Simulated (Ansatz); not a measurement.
# TiC (Fm-3m): thermal expansion from first principles

Wanted: α(T), C_P(T) and B(T) of TiC in the quasi-harmonic approximation.

Measurements to reproduce:
- heat capacity C_P per formula unit 33.9 J/mol/K near room temperature (given in “High-Throughput Prediction of Finite-Temperature Properties using the Quasi-Harmonic Approximation”, 2016, arXiv:1603.06924)

Main program and level: Ansatz 0.2.0; DFT PBE, scalar-relativistic, plane waves, PAW.

The database entry behind the starting cell differs from later determinations by our own check (0.1 to 0.3 % short, probably kX units), so it need not match the best structure at ambient conditions.

## (1) The structure

It takes space group Fm-3m (No. 225, cubic). The conventional cell has a = 4.319 Å, b = 4.319 Å, c = 4.319 Å, α = 90.00°, β = 90.00°, γ = 90.00°. Ti has 6 C at 2.16 Å nearest. C has 6 Ti at 2.16 Å nearest. Farther neighbours are not listed.

Structure file:

```cif
data_structure
_symmetry_space_group_name_H-M 'Fm-3m'
_symmetry_Int_Tables_number 225
_cell_length_a 4.3186
_cell_length_b 4.3186
_cell_length_c 4.3186
_cell_angle_alpha 90.000
_cell_angle_beta 90.000
_cell_angle_gamma 90.000
_cell_volume 80.54
loop_
_atom_site_label
_atom_site_type_symbol
_atom_site_symmetry_multiplicity
_atom_site_Wyckoff_symbol
_atom_site_fract_x
_atom_site_fract_y
_atom_site_fract_z
_atom_site_occupancy
Ti1 Ti 4 a 0.00000 0.00000 0.00000 1
C1 C 4 b 0.50000 0.00000 0.00000 1
```

## (2) A first coarse run

Before spending time, one coarse run tells the gap and the pressure of the starting cell.

input.yaml

```yaml
crystal:
  lattice:
    - [0.0, 2.1593, 2.1593]
    - [2.1593, 0.0, 2.1593]
    - [2.1593, 2.1593, 0.0]
  atoms:
    - { symbol: Ti, position: [0.0, 0.0, 0.0] }
    - { symbol: C, position: [0.5, 0.5, 0.5] }
kpoints:
  mp_grid: { grid: [8, 8, 8] }
hamiltonian:
  xc: pbe
scf:
  occupations: { method: gaussian, width: 0.1 }
output:
  forces: true
  stress: true
  eigenvalues: true
```

Started as:

```bash
$ ansatz run input.yaml --threads 8 --pin off --max-ram 16384MiB --backend cpu --events-out ev --progress --plain --runs-dir out
```

Numbers of over 12 decimals in the logs are rounded to 6 here.

Log:

```text
Engine: ansatz 0.2.0, x86_64-unknown-linux-gnu
Pseudopotentials: kind: paw
Pseudopotential: Ti, paw, valence charge 12, recommended cutoff 420 eV (normal), Ti.paw.azcp
Pseudopotential: C, paw, valence charge 4, recommended cutoff 420 eV (normal), C.paw.azcp
Functional definition: PBE
  parameter kappa = 0.804
  parameter beta = 0.066725
  exchange = pbe_x(kappa = kappa, mu = beta*pi^2/3)
  correlation = pbe_c(beta = beta)
Crystal: 2 atoms, lattice volume = 20.136 Å³
Basis set: ecut = 420 eV, 411 PW (Γ), exchange–correlation on 48×48×48 points (8 copies of the dense FFT grid, shifted against one another)
Bands: 12, of which v1, the nominal top of the filled ones, is band 8 counted from 1 (7 counted from 0)
Symmetry: 48 space group operations
Space group: Fm-3m (ITA 225), of the structure as read, at distance tolerance 2.7e-5 Å
k-points: 29 of 512
Non-local potential: Ti, projectors of the file, l = 0: 3, l = 1: 2, l = 2: 3, l = 3: 1
Non-local potential: C, projectors of the file, l = 0: 2, l = 1: 2, l = 2: 1
PAW form: soft (Blöchl's): semilocal exchange-correlation on the pseudo side does not see the compensation charge
PAW one-centre angular grid: Ti, 590 points (default); XC on 64 Gauss nodes
PAW one-centre angular grid: C, 110 points (default); XC on 64 Gauss nodes
Initial density: superposition of atomic densities (neutral atoms: chi_scale 0, normalization atom), corrected by the library's trained network
Initial wavefunctions: pseudopotential atomic-orbital guess
Functional: x = pbe(κ = 0.804, μ = 0.219515), c = pbe(β = 0.066725)
SCF iter   1: F=—  HF=-2752.269518 eV  |F-HF|=—  |Δ(HF+E_count)|=         —  Δρ=3.76e-3  dr2=1.75e-3  ethr=1.77e-3  ⟨swp⟩=4.4  Hψ=1741  notcnv=0
preconditioner: auto → none  [insulator: Δε(μ)=0.222 eV  Ē_g=7.923 eV  σ=0.100 eV  W_gap=0.63  n_scr=8 (ndim 8)  ℏωp=23.4 eV  f_vac=0.000  D(μ)=0.37/eV (n_scr^D=0)  ε∞_Penn≈9.7]
SCF iter   2: F=—  HF=-2752.269010 eV  |F-HF|=—  |Δ(HF+E_count)|=   5.08e-4  Δρ=1.73e-3  dr2=3.08e-4  ethr=1.09e-5  ⟨swp⟩=1.0  Hψ=580  notcnv=0
SCF iter   3: F=—  HF=-2752.269020 eV  |F-HF|=—  |Δ(HF+E_count)|=   9.97e-6  Δρ=1.47e-4  dr2=1.90e-6  ethr=1.93e-6  ⟨swp⟩=1.9  Hψ=384  notcnv=0
SCF iter   4: F=—  HF=-2752.269023 eV  |F-HF|=—  |Δ(HF+E_count)|=   2.90e-6  Δρ=2.13e-5  dr2=3.52e-8  ethr=1.19e-8  ⟨swp⟩=2.3  Hψ=549  notcnv=0
iter 5 did not close the SCF: its close was put off for the readings that it lacked (scf_convergence_deferred on its scf_iter line)
SCF iter   5: F=-2752.269023 eV  HF=-2752.269023 eV  |F-HF|=7.21e-10  |Δ(HF+E_count)|=   1.88e-8  Δρ=3.05e-6  dr2=4.17e-10  ethr=2.20e-10  ⟨swp⟩=3.0  Hψ=583  notcnv=0
SCF iter   6: F=-2752.269023 eV  HF=-2752.269023 eV  |F-HF|=1.46e-11  |Δ(HF+E_count)|=  7.93e-10  Δρ=3.89e-7  dr2=2.38e-11  ethr=2.61e-12  ⟨swp⟩=1.2  Hψ=945  notcnv=0
SCF 1 converged in 6 iterations: F = -2752.269023 eV  dr2 = 2.38e-11
  greatest PAW one-centre occupation: 0.999 electrons in one spin orbital (limit 2), on the Ti atom at site 0 (counted from 0), in its partial waves of l = 0
SCF converged after 6 iterations
Free energy (F): -2752.269023 eV
Harris-Foulkes:  -2752.269023 eV  (|F-HF|=1.46e-11)
Internal energy: -2752.267209 eV  (E = F + TS)
E sigma→0 (E₀):  -2752.268116 eV
Entropy (-TS):   -0.001814 eV (-0.907 meV/atom)
Fermi energy:    14.804306 eV
--- Per-component energies (eV) ---
  E_band       = -108.425219
  E_kinetic    = 362.912654
  E_local      = -770.061731  (includes V_loc(G=0)·N_el)
  E_nonlocal   = 31.991531
  E_hartree    = 313.185292
  E_xc         = -147.587522
  E_vxc        = -184.326080  (∫ρ·V_xc dr)
  E_paw        = -1145.301958  (= ΣΔE_a)
  E_vpaw       = -175.312210  (= ΣTr[D̂ρ^β])
  E_aug_tail   = 0.000142  (compensation charges beyond the density's cutoff)
  E_ewald      = -1397.405618
  E_smearing   = -0.001814  (= −TS)
  E_closure    = 0.000000  (closes the sum)
  Σ components = -2752.269023   (vs F -2752.269023, Δ=0.00e0)
--- Forces (eV/Å), atoms counted from 1 ---
  atom   1  Ti    -0.00000000     0.00000000     0.00000000
  atom   2  C      0.00000000    -0.00000000     0.00000000
  max |Σ_I F_I| component: 4.01e-30 eV/Å
--- Stress (GPa, compression-positive) ---
        2.572231       0.000000       0.000000
        0.000000       2.572231      -0.000000
       -0.000000      -0.000000       2.572231
  P = ⅓ Tr σ = 2.5722 GPa (25.722 kbar)
--- Band table (eV; the first three rows and the last of 29) ---
  k-point 0: bands = [... 4 lower, 2.4074, 15.5477, 15.5477, 15.5477, 16.5363, 16.5363, 16.5363, 16.5892]
  k-point 1: bands = [... 4 lower, 2.7607, 14.2129, 14.5601, 14.5601, 15.9701, 15.9701, 17.1190, 18.6552]
  k-point 2: bands = [... 4 lower, 3.7330, 12.0970, 13.1351, 13.1351, 16.6356, 16.6356, 17.7123, 20.7527]
  k-point 28: bands = [... 4 lower, 5.3041, 11.6892, 11.6892, 12.1220, 17.6740, 17.6740, 18.4221, 20.0415]
```

Wall time 0.44 s (8 threads of Intel Xeon at 2.70GHz, shared host); peak memory 0.32 GiB.

This step gave:

```
pressure          : 2.572 GPa
volume per atom   : 10.07 Å³
gap on the k-mesh : 0 eV
```

The start is under 2.6 GPa at this level and looks like a metal on this mesh.

## (3) Relaxation

Phonons are second derivatives about a minimum, so cell and atoms are relaxed first, inside the symmetry of the start.

input.yaml, the sections that differ from step 2:

```yaml
kpoints:
  mp_grid: { grid: [16, 16, 16] }
output:
  forces: true
  stress: true
  eigenvalues: true
  write_density: true
  write_potential: true
  elf: true
  volumetric_format: npy
relax:
  adjacent_minimum: "off"
  f_tol: 0.005
  max_steps: 80
  cell: { stress_tol: 0.05 }
# crystal, hamiltonian, scf: as in step 2
```

Log:

```text
[...]
Crystal: 2 atoms, lattice volume = 20.136 Å³
Basis set: ecut = 420 eV, 411 PW (Γ), exchange–correlation on 48×48×48 points (8 copies of the dense FFT grid, shifted against one another)
Bands: 12, of which v1, the nominal top of the filled ones, is band 8 counted from 1 (7 counted from 0)
Symmetry: 48 space group operations
[...]
k-points: 145 of 4096
[...]
SCF iter   1: F=—  HF=-2752.271175 eV  |F-HF|=—  |Δ(HF+E_count)|=         —  Δρ=3.78e-3  dr2=2.09e-3  ethr=1.77e-3  ⟨swp⟩=4.3  Hψ=8693  notcnv=0
[...]
SCF iter   6: F=-2752.270614 eV  HF=-2752.270614 eV  |F-HF|=7.23e-11  |Δ(HF+E_count)|=   1.78e-9  Δρ=8.37e-7  dr2=9.94e-11  ethr=3.74e-11  ⟨swp⟩=4.2  Hψ=7804  notcnv=0
SCF 1 converged in 6 iterations: F = -2752.270614 eV  dr2 = 9.94e-11
[...]
relax step   1: F+E_penalty+E_count = -2752.27061431 eV  Δ(F+E_penalty+E_count) = +0.000e0 eV  max|allowed force component| = 1.906e-29 eV/Å  Δτ_max = 0.0000 Å  P = +2.544 GPa  Ω = 20.136 Å³  (6 SCF iters, dr2 threshold 1.00e-7 eV, accepted)
Crystal: 2 atoms, lattice volume = 20.310 Å³
[...]
iter 1 solved again at ethr=7.63e-6 eV; its pass at ethr=3.10e-3 eV (dr2=1.22e-3 eV) is discarded
[...]
SCF iter   6: F=-2752.271868 eV  HF=-2752.271868 eV  |F-HF|=2.32e-11  |Δ(HF+E_count)|=  1.09e-11  Δρ=4.36e-7  dr2=2.50e-11  ethr=1.00e-12  ⟨swp⟩=3.7  Hψ=7420  notcnv=0
SCF 2 converged in 6 iterations: F = -2752.271868 eV  dr2 = 2.50e-11
relax step   2: F+E_penalty+E_count = -2752.27186820 eV  Δ(F+E_penalty+E_count) = -1.254e-3 eV  max|allowed force component| = 1.381e-30 eV/Å  Δτ_max = 0.0000 Å  P = +0.317 GPa  Ω = 20.310 Å³  energy of the carried Pulay correction = -2.956e-4 eV  (6 SCF iters, dr2 threshold 2.00e-7 eV, accepted)
Crystal: 2 atoms, lattice volume = 20.335 Å³
[...]
SCF iter   6: F=-2752.271851 eV  HF=-2752.271851 eV  |F-HF|=9.09e-13  |Δ(HF+E_count)|=  4.55e-13  Δρ=6.37e-8  dr2=5.40e-13  ethr=1.00e-12  ⟨swp⟩=3.5  Hψ=6448  notcnv=0
SCF 3 converged in 6 iterations: F = -2752.271851 eV  dr2 = 5.40e-13
relax step   3: F+E_penalty+E_count = -2752.27185107 eV  Δ(F+E_penalty+E_count) = +1.714e-5 eV  max|allowed force component| = 9.696e-31 eV/Å  Δτ_max = 0.0000 Å  P = +0.005 GPa  Ω = 20.335 Å³  energy of the carried Pulay correction = -3.378e-4 eV  (6 SCF iters, dr2 threshold 2.00e-7 eV, accepted)
[...]
SCF iter   8: F=-2752.272201 eV  HF=-2752.272201 eV  |F-HF|=0.00e0  |Δ(HF+E_count)|=  4.55e-13  Δρ=3.47e-10  dr2=2.14e-17  ethr=1.00e-12  ⟨swp⟩=1.9  Hψ=4300  notcnv=0
SCF 4 converged in 8 iterations: F = -2752.272201 eV  dr2 = 2.14e-17
relax step   4: F+E_penalty+E_count = -2752.27220092 eV  Δ(F+E_penalty+E_count) = -3.499e-4 eV  max|allowed force component| = 2.219e-30 eV/Å  Δτ_max = 0.0000 Å  P = +0.025 GPa  Ω = 20.335 Å³  stress off target by 2.49e-2 GPa  SCF on the basis re-selected at this cell (its energy is not comparable with the rows above)  (8 SCF iters)
basis re-selected at this cell: Δ(F+E_penalty+E_count) = -3.499e-4 eV, ΔP = +0.020 GPa vs the last step (what re-selecting the basis moved, of the pressure what is left beyond the Pulay correction that the steps carried, after the strain that the cell walked since its last selection, with what the two solves' SCF thresholds leave and, on support functions, any second-order correction that the steps lacked; it is no m [...]
SCF converged after 8 iterations
Free energy (F): -2752.272201 eV
[...]
Internal energy: -2752.270163 eV  (E = F + TS)
E sigma→0 (E₀):  -2752.271182 eV
Entropy (-TS):   -0.002038 eV (-1.019 meV/atom)
Fermi energy:    14.671822 eV
[...]
--- Stress (GPa, compression-positive) ---
        0.024865      -0.000000      -0.000000
       -0.000000       0.024865      -0.000000
       -0.000000      -0.000000       0.024865
  P = ⅓ Tr σ = 0.0249 GPa (0.249 kbar)
--- Band table (eV; the first three rows and the last of 145) ---
  k-point 0: bands = [... 4 lower, 2.2810, 15.3757, 15.3757, 15.3757, 16.3504, 16.3504, 16.3504, 16.3998]
  k-point 1: bands = [... 4 lower, 2.3696, 14.9288, 15.1649, 15.1649, 15.7086, 15.7086, 16.5929, 17.3813]
  k-point 2: bands = [... 4 lower, 2.6300, 14.0499, 14.3947, 14.3947, 15.7916, 15.7916, 16.9242, 18.4441]
  k-point 144: bands = [... 4 lower, 5.1581, 11.5370, 11.5370, 11.9736, 17.4710, 17.4710, 18.2053, 19.7904]
--- Relaxed structure (3 steps of the walk, 3 accepted, 1 SCFs on fresh bases) ---
  F+E_penalty+E_count = -2752.27220092 eV   max|allowed force component| = 2.219e-30 eV/Å   (the final SCF, on the basis selected at the relaxed cell)
  cell:  # Å, volume = 20.3354 Å³
    - [0, 2.166411, 2.166411]
    - [2.166411, 0, 2.166411]
    - [2.166411, 2.166411, 0]
  atoms:
    - { symbol: Ti, position: [0, 0, 0] }
    - { symbol: C, position: [0.5, 0.5, 0.5] }
```

It took 3 s on 8 threads; peak memory 0.41 GiB.

The steps of the relaxation:

| step | energy less that of the first step (eV) | largest force component (eV/Å) | pressure (GPa) | volume (Å³) |
| --- | --- | --- | --- | --- |
| 1 | 0.0000 | 0.0000 | 2.54 | 20.14 |
| 2 | -0.0013 | 0.0000 | 0.32 | 20.31 |
| 3 | -0.0012 | 0.0000 | 0.00 | 20.34 |
| 4* | -0.0016 | 0.0000 | 0.02 | 20.34 |

Relaxation steps marked * repeat the geometry before them on a plane-wave basis chosen anew for their cell, so energy and pressure can jump there.

Forces are held to the 48 operations that the run works with; a distortion that breaks them can't arise in this run.

| conventional cell, symmetrised | before | after | change |
| --- | --- | --- | --- |
| a (Å) | 4.319 | 4.333 | +0.3 % |
| b (Å) | 4.319 | 4.333 | +0.3 % |
| c (Å) | 4.319 | 4.333 | +0.3 % |
| volume (Å³/atom) | 10.07 | 10.17 | +1.0 % |

The relaxed structure:

```xyz
2
Lattice="0.0000 2.1664 2.1664 2.1664 0.0000 2.1664 2.1664 2.1664 0.0000" Properties=species:S:1:pos:R:3 pbc="T T T"
Ti    0.0000    0.0000    0.0000
C     2.1664    2.1664    2.1664
```

Numbers from this step:

```
pressure        : 0.02487 GPa
volume per atom : 10.17 Å³
```

ELF in the ac plane of the conventional cell at fractional y = 0.000, with atoms of Ti and C within 0.2 Å of it. It is the smooth field of the valence electrons, not physical close to the nuclei.

Ten even steps from '0' (0.11) to '9' (0.77), each cell a mean:
```
26527943794264
76117999994036
31014777762002
54321123211244
99830156301699
68941665632797
06953720563793
37942642652794
99940367611799
77620023101477
32112445432112
63016999983015
56327976894166
05637930695372
```
Columns run along a (4.3 Å), rows up along c (4.3 Å), edges of the conventional cell, whose origin can differ from the input's. Atoms in or near the plane, at fractional coordinates: Ti at (0.00, 0.00), Ti at (0.50, 0.50), C at (0.50, 0.00), C at (0.00, 0.50).

Valence density in the ac plane of the conventional cell at fractional y = 0.000, with atoms of Ti and C within 0.2 Å of it. It is the smooth field of the valence electrons, not physical close to the nuclei.

Ten even steps from '0' (0.22 × 1e0 e/Å³) to '9' (9.84 × 1e0 e/Å³), each cell a mean:
```
96100011100037
42000001000013
00000000000000
00000000000000
00000012100000
11000267410001
11000499720011
11000379610001
10000134200000
00000000000000
00000000000000
21000000000001
74100011100026
97200111100049
```
Columns run along a (4.3 Å), rows up along c (4.3 Å), edges of the conventional cell, whose origin can differ from the input's. Atoms in or near the plane, at fractional coordinates: Ti at (0.00, 0.00), Ti at (0.50, 0.50), C at (0.50, 0.00), C at (0.00, 0.50).

Electrostatic potential energy in the ac plane of the conventional cell at fractional y = 0.000, with atoms of Ti and C within 0.2 Å of it. With pseudopotentials it is smooth inside the atoms' cores, unlike the true potential.

Ten even steps from '_' (-47 eV) to '@' (15 eV), each cell a mean:
```
--==++%%@@**..__--%%@@##==--
==++##@@@@%%**++##@@@@%%**==
####@@@@@@@@@@%%@@@@@@@@%%##
@@@@@@@@@@@@%%%%%%@@@@@@@@@@
##%%@@@@@@##++++**%%@@@@@@%%
..++%%@@##++==--==**%%@@##--
__..##@@##==------++%%%%++__
__--%%@@##==----==++%%@@**..
++##@@@@%%**====++##@@@@%%**
%%@@@@@@@@%%######@@@@@@@@@@
%%%%@@@@@@@@@@@@@@@@@@@@@@%%
++**%%@@@@@@%%##%%@@@@@@##++
--==**%%@@##--..++%%@@##++==
----++%%%%++____..##@@##==--
```
Columns run along a (4.3 Å; values clipped at the 3rd and 97th percentile), rows up along c (4.3 Å), edges of the conventional cell, whose origin can differ from the input's. Atoms in or near the plane, at fractional coordinates: Ti at (0.00, 0.00), Ti at (0.50, 0.50), C at (0.50, 0.00), C at (0.00, 0.50).

The relaxation ends with a pressure of 0.02 GPa.

## (4) Tight relaxation

The thresholds are tightened for a last relaxation ahead of the phonons, and where mesh or smearing change with them the cell follows.

input.yaml

```yaml
crystal:
  lattice:
    - [0.0, 2.166410736, 2.166410736]
    - [2.166410736, 0.0, 2.166410736]
    - [2.166410736, 2.166410736, 0.0]
  atoms:
    - { symbol: Ti, position: [0.0, 0.0, 0.0] }
    - { symbol: C, position: [0.5, 0.5, 0.5] }
kpoints:
  mp_grid: { grid: [16, 16, 16] }
hamiltonian:
  xc: pbe
scf:
  occupations: { method: methfessel_paxton, width: 0.2 }
output:
  forces: true
  stress: true
  eigenvalues: true
relax:
  adjacent_minimum: "off"
  f_tol: 0.001
  max_steps: 60
  cell: { stress_tol: 0.01 }
```

Log:

```text
[...]
Crystal: 2 atoms, lattice volume = 20.335 Å³
Basis set: ecut = 420 eV, 411 PW (Γ), exchange–correlation on 48×48×48 points (8 copies of the dense FFT grid, shifted against one another)
Bands: 12, of which v1, the nominal top of the filled ones, is band 8 counted from 1 (7 counted from 0)
Symmetry: 48 space group operations
[...]
k-points: 145 of 4096
[...]
k-point 144: bands = [... 4 lower, 5.1573, 11.5358, 11.5358, 11.9725, 17.4691, 17.4691, 18.2030, 19.7879]
--- Relaxed structure (2 steps of the walk, 2 accepted, 1 SCFs on fresh bases) ---
[...]
cell:  # Å, volume = 20.3371 Å³
    - [0, 2.166473, 2.166473]
    - [2.166473, 0, 2.166473]
    - [2.166473, 2.166473, 0]
  atoms:
    - { symbol: Ti, position: [0, 0, 0] }
    - { symbol: C, position: [0.5, 0.5, 0.5] }
[key lines of the parts left out:]
SCF converged after 3 iterations
Free energy (F): -2752.271601 eV
Fermi energy:    14.672979 eV
P = ⅓ Tr σ = 0.0031 GPa (0.031 kbar)
```

Run time: 1.8 s. Hardware: 8 threads; peak memory 0.4 GiB.

Little changed from the start: no atom moved by 0.005 Å and no cell edge by 0.1 %.

This step gave:

```
pressure : 0.003071 GPa
```

The residual pressure is 0.0031 GPa, small enough for phonons.

[end of part 1 of 2]

[Logs are printed without paths, hosts, clocks, repeated set-up lines and the standing remarks that a program may print on its own settings, such as how far it seeks lower states.]

[Hosts, paths, dates, database ids (printed as entryN), source tags and the programs' standing remarks are cut or masked in the printed files.]

[A step with changed settings may run another functional than the one named; its input shows which.]
